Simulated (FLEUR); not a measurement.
## E(M) of MnO (Manganosite)

Wanted: E(M) for MnO (Manganosite), with its minima.

Method: PBE; all-electron FLAPW, Dirac cores, scalar-relativistic bands, in FLEUR MaX-R8.1.

This is a report of a sequence of runs, with most program output left out.

**1. The starting structure**

It takes space group Fm-3m (No. 225, cubic). Conventional cell: a = 4.446 Å, b = 4.446 Å, c = 4.446 Å, α = 90.00°, β = 90.00°, γ = 90.00°. Mn has 6 O at 2.22 Å nearest. O has 6 Mn at 2.22 Å nearest. Farther neighbours and most contacts between anions are not listed.

Structure file:

```xyz
2
Lattice="0.0000 2.2230 2.2230 2.2230 0.0000 2.2230 2.2230 2.2230 0.0000" Properties=species:S:1:pos:R:3 pbc="T T T"
Mn    0.0000    0.0000    0.0000
O     2.2230    2.2230    2.2230
```

**2. Unconstrained state**

The free run tells which range of moments is worth scanning.

inpgen writes inp.xml from crystal.txt; cutoffs, mixing, functional, smearing and local orbitals are then set in the file. The k list default-1 (kpts.xml, not shown) is a Γ-centred 8×8×8 mesh; where the ranks do not divide the number of points, some are split in two of half the weight.

Input file inp.xml:

```
<?xml version="1.0" encoding="UTF-8" standalone="no"?>
<fleurInput fleurInputVersion="0.39">
   <comment>
      MnO
   </comment>
   <calculationSetup>
      <cutoffs Kmax="4.05" Gmax="12.1" GmaxXC="12.1" numbands="0"/>
      <scfLoop itmax="90" minDistance="0.00002" maxIterBroyd="15" imix="Anderson" alpha="0.05" precondParam="0.5" spinf="2.0" sdNocoIR="T"/>
      <coreElectrons ctail="T" frcor="F" kcrel="0" coretail_lmax="0"/>
      <xcFunctional name="pbe" relativisticCorrections="F"/>
      <magnetism jspins="2"/>
      <soc l_soc="F" theta="0.0" phi="0.0" spav="F"/>
      <expertModes spex="0" secvar="F"/>
      <geometryOptimization l_f="F" forcealpha="1.0" forcemix="BFGS" epsdisp="0.00001" epsforce="0.00001"/>
      <ldaU l_linMix="F" mixParam="0.05" spinf="1.0"/>
   </calculationSetup>
   <cell>
      <bzIntegration valenceElectrons="21.0" mode="hist" fermiSmearingEnergy="0.00110248">
         <kPointListSelection listName="default-1"/>
         <xi:include xmlns:xi="http://www.w3.org/2001/XInclude" href="kpts.xml"> </xi:include>
      </bzIntegration>
      <xi:include xmlns:xi="http://www.w3.org/2001/XInclude" href="sym.xml"> </xi:include>
      <bulkLattice scale="1.0">
         <bravaisMatrix>
            <row-1>    0.0000000000000000     4.2008611749857998     4.2008611749857998</row-1>
            <row-2>    4.2008611749857998     0.0000000000000000     4.2008611749857998</row-2>
            <row-3>    4.2008611749857998     4.2008611749857998     0.0000000000000000</row-3>
         </bravaisMatrix>
      </bulkLattice>
   </cell>
   <atomSpecies>
      <species name="Manganese 4.500" element="Mn" atomicNumber="25">
         <mtSphere radius="2.62" gridPoints="867" logIncrement="0.014"/>
         <atomicCutoffs lmax="10" lnonsphr="8"/>
         <electronConfig flipSpins="F">
            <coreConfig>(1s1/2) (2s1/2) (2p1/2) (2p3/2)</coreConfig>
            <valenceConfig>(3s1/2) (3p1/2) (3p3/2) (4s1/2) (3d3/2) (3d5/2)</valenceConfig>
            <stateOccupation state="(3d3/2)" spinUp="1.75" spinDown="0.25"/>
            <stateOccupation state="(3d5/2)" spinUp="3.0" spinDown="0.0"/>
         </electronConfig>
         <energyParameters s="4" p="4" d="3" f="4"/>
         <lo type="SCLO" l="0" n="3" eDeriv="0"/>
         <lo type="SCLO" l="1" n="3" eDeriv="0"/>
      </species>
      <species name="Oxygen (O)" element="O" atomicNumber="8">
         <mtSphere radius="1.48" gridPoints="489" logIncrement="0.022"/>
         <atomicCutoffs lmax="6" lnonsphr="4"/>
         <electronConfig flipSpins="F">
            <coreConfig>(1s1/2)</coreConfig>
            <valenceConfig>(2s1/2) (2p1/2) (2p3/2)</valenceConfig>
            <stateOccupation state="(2p1/2)" spinUp="0.666667" spinDown="0.666667"/>
            <stateOccupation state="(2p3/2)" spinUp="1.333333" spinDown="1.333333"/>
         </electronConfig>
         <energyParameters s="2" p="2" d="3" f="4"/>
      </species>
   </atomSpecies>
   <atomGroups>
      <atomGroup species="Manganese 4.500">
         <relPos label="                   1">.0000000000 .0000000000 .0000000000</relPos>
         <force calculate="T" relaxXYZ="TTT"/>
      </atomGroup>
      <atomGroup species="Oxygen (O)">
         <relPos label="                   2">1.000/2.000 1.000/2.000 1.000/2.000</relPos>
         <force calculate="T" relaxXYZ="TTT"/>
      </atomGroup>
   </atomGroups>
   <output dos="F" band="F" slice="F">
      <bandDOS minEnergy="-.5*Htr" maxEnergy="0.5*Htr" sigma="0.015" storeEVData="T"/>
      <plotting iplot="0" polar="F">
         <plot TwoD="T" vec1="  1.0  0.0  0.0" vec2="  0.0  1.0  0.0" vec3="  0.0  0.0  1.0" zero="  0.0  0.0  0.0" file="plot"/>
      </plotting>
      <moessbauerParams electricFieldGradient="F" isomerShift="F" coreHyperfine="F" valenceHyperfine="F"/>
   </output>
</fleurInput>
```

Input file crystal.txt:

```
MnO
&input film=F cartesian=F /
0.00000000000  2.22300000000  2.22300000000
2.22300000000  0.00000000000  2.22300000000
2.22300000000  2.22300000000  0.00000000000
1.8897261246
1.0 1.0 1.0

2
25 0.00000000000  0.00000000000  0.00000000000 : 4.500
8 0.50000000000  0.50000000000  0.50000000000

&kpt div1=8 div2=8 div3=8 gamma=T /
```

Command:

```console
$ OMP_NUM_THREADS=1 inpgen -f crystal.txt > inpgen.log  # inp.xml is then edited as shown
$ OMP_NUM_THREADS=1 mpirun -n 2 fleur_MPI > fleur.log
```

Run time: 13 s. Hardware: 2 MPI ranks of Arm Neoverse V2, shared host; peak memory 0.14 GiB.

Read from the output:

* free energy: -33576.5873 eV
* program's band gap on this mesh (in a metal only a level spacing): 0.01687 eV
* magnetization: 4.823 μB
* final state: ferromagnetic
* largest moment: 4.491 μB

After 20 cycles the largest moment stands at 4.49 μB.

**3. No spin polarisation**

Edit inp.xml of step 2 so:

```diff
@@ -10,3 +10,3 @@
       <xcFunctional name="pbe" relativisticCorrections="F"/>
-      <magnetism jspins="2"/>
+      <magnetism jspins="1"/>
       <soc l_soc="F" theta="0.0" phi="0.0" spav="F"/>
@@ -31,3 +31,3 @@
    <atomSpecies>
-      <species name="Manganese 4.500" element="Mn" atomicNumber="25">
+      <species name="Manganese (Mn)" element="Mn" atomicNumber="25">
          <mtSphere radius="2.62" gridPoints="867" logIncrement="0.014"/>
@@ -37,4 +37,4 @@
             <valenceConfig>(3s1/2) (3p1/2) (3p3/2) (4s1/2) (3d3/2) (3d5/2)</valenceConfig>
-            <stateOccupation state="(3d3/2)" spinUp="1.75" spinDown="0.25"/>
-            <stateOccupation state="(3d5/2)" spinUp="3.0" spinDown="0.0"/>
+            <stateOccupation state="(3d3/2)" spinUp="1.000000" spinDown="1.000000"/>
+            <stateOccupation state="(3d5/2)" spinUp="1.500000" spinDown="1.500000"/>
          </electronConfig>
@@ -57,3 +57,3 @@
    <atomGroups>
-      <atomGroup species="Manganese 4.500">
+      <atomGroup species="Manganese (Mn)">
          <relPos label="                   1">.0000000000 .0000000000 .0000000000</relPos>
```

Edit crystal.txt of step 2 so:

```diff
@@ -9,3 +9,3 @@
 2
-25 0.00000000000  0.00000000000  0.00000000000 : 4.500
+25 0.00000000000  0.00000000000  0.00000000000
 8 0.50000000000  0.50000000000  0.50000000000
```

It took 8.5 s on 2 MPI ranks; peak memory 0.13 GiB; 17 s of CPU time.

Read from the output:

| Property | Result |
| --- | --- |
| free energy | -33574.4251 eV |
| program's band gap on this mesh (in a metal only a level spacing) | 0.001820 eV |
| final state | non-magnetic (no spin polarisation) |

Its energy lies +2162.2 meV a cell from the free run's.

**4. Moment fixed at 4.341 μB**

Two Fermi energies hold the total moment; the run starts from the free run's density.

Edit inp.xml of step 3 so:

```diff
@@ -10,3 +10,3 @@
       <xcFunctional name="pbe" relativisticCorrections="F"/>
-      <magnetism jspins="1"/>
+      <magnetism jspins="2" fixed_moment="4.341"/>
       <soc l_soc="F" theta="0.0" phi="0.0" spav="F"/>
@@ -31,3 +31,3 @@
    <atomSpecies>
-      <species name="Manganese (Mn)" element="Mn" atomicNumber="25">
+      <species name="Manganese 4.500" element="Mn" atomicNumber="25">
          <mtSphere radius="2.62" gridPoints="867" logIncrement="0.014"/>
@@ -37,4 +37,4 @@
             <valenceConfig>(3s1/2) (3p1/2) (3p3/2) (4s1/2) (3d3/2) (3d5/2)</valenceConfig>
-            <stateOccupation state="(3d3/2)" spinUp="1.000000" spinDown="1.000000"/>
-            <stateOccupation state="(3d5/2)" spinUp="1.500000" spinDown="1.500000"/>
+            <stateOccupation state="(3d3/2)" spinUp="1.75" spinDown="0.25"/>
+            <stateOccupation state="(3d5/2)" spinUp="3.0" spinDown="0.0"/>
          </electronConfig>
@@ -57,3 +57,3 @@
    <atomGroups>
-      <atomGroup species="Manganese (Mn)">
+      <atomGroup species="Manganese 4.500">
          <relPos label="                   1">.0000000000 .0000000000 .0000000000</relPos>
```

Command:

```console
$ OMP_NUM_THREADS=1 mpirun -n 2 fleur_MPI > fleur.log
```

The job ended after 9.2 s (2 MPI ranks; peak memory 0.14 GiB; 18 s of CPU time).

Numbers from this step:

```yaml
magnetization: 4.341 μB
```

Its energy lies +84.5 meV a cell from the free run's.

**5. Moment fixed at 5.426 μB**

Edit inp.xml of step 4 so:

```diff
@@ -10,3 +10,3 @@
       <xcFunctional name="pbe" relativisticCorrections="F"/>
-      <magnetism jspins="2" fixed_moment="4.341"/>
+      <magnetism jspins="2" fixed_moment="5.426"/>
       <soc l_soc="F" theta="0.0" phi="0.0" spav="F"/>
```

Wall time 9.2 s (2 MPI ranks); peak memory 0.14 GiB; 18 s of CPU time.

Read from the output:

```yaml
magnetization: 5.426 μB
```

Its energy lies +1346.9 meV a cell from the free run's.

**6. Moment fixed at 3.255 μB**

Edit inp.xml of step 5 so:

```diff
@@ -10,3 +10,3 @@
       <xcFunctional name="pbe" relativisticCorrections="F"/>
-      <magnetism jspins="2" fixed_moment="5.426"/>
+      <magnetism jspins="2" fixed_moment="3.255"/>
       <soc l_soc="F" theta="0.0" phi="0.0" spav="F"/>
```

It took 12 s on 2 MPI ranks; peak memory 0.14 GiB; 23 s of CPU time.

This step gave:

```
magnetization : 3.255 μB
```

Its energy lies +632.1 meV a cell from the free run's.

**7. All moments**

The other moments were run in the same way.

Energy over the lowest against total spin moment:

```
total spin moment (μB a cell)  energy over the lowest (meV a cell)
                         0.00                                 2162
                         1.08                                 1763
                         2.17                                 1341
                         3.25                                  632
                         4.34                                 84.5
                         4.82                                    0
                         5.43                                 1347
                         6.51                                 6002
```

Table of moment, largest sphere moment by total spin moment:

```
total spin moment (μB a cell)  moment, largest sphere moment (μB)
                         0.00                                   0
                         1.08                                1.05
                         2.17                                2.22
                         3.25                                3.24
                         4.34                                4.13
                         4.82                                4.49
                         5.43                                4.72
                         6.51                                5.04
```

**8. Summary of results**

| Quantity | Value |
| --- | --- |
| moment of the free run | 4.82 μB a cell |
| moment of the lowest point | 4.82 μB a cell |
| energy of the spinless run | 2162 meV a cell over the lowest |

In words: The lowest point lies 2162 meV a cell under the spinless run, in free energy at a smearing of 0.03 eV. The point at zero is the spinless run. Opposed orders, which also have no total moment, were not run.

[Logs and program files are shortened in this print: banners, set-up blocks, solver, clock and traceback lines can be left out without a mark of their own.]

[Logs are printed without paths, hosts, clocks, repeated set-up lines and the standing remarks that a program may print on its own settings, such as how far it seeks lower states.]

[Hosts, paths, dates, database ids (printed as entryN), source tags and the programs' standing remarks are cut or masked in the printed files.]

[Where a cell is said to come from a database of computed structures, the database is the Materials Project.]
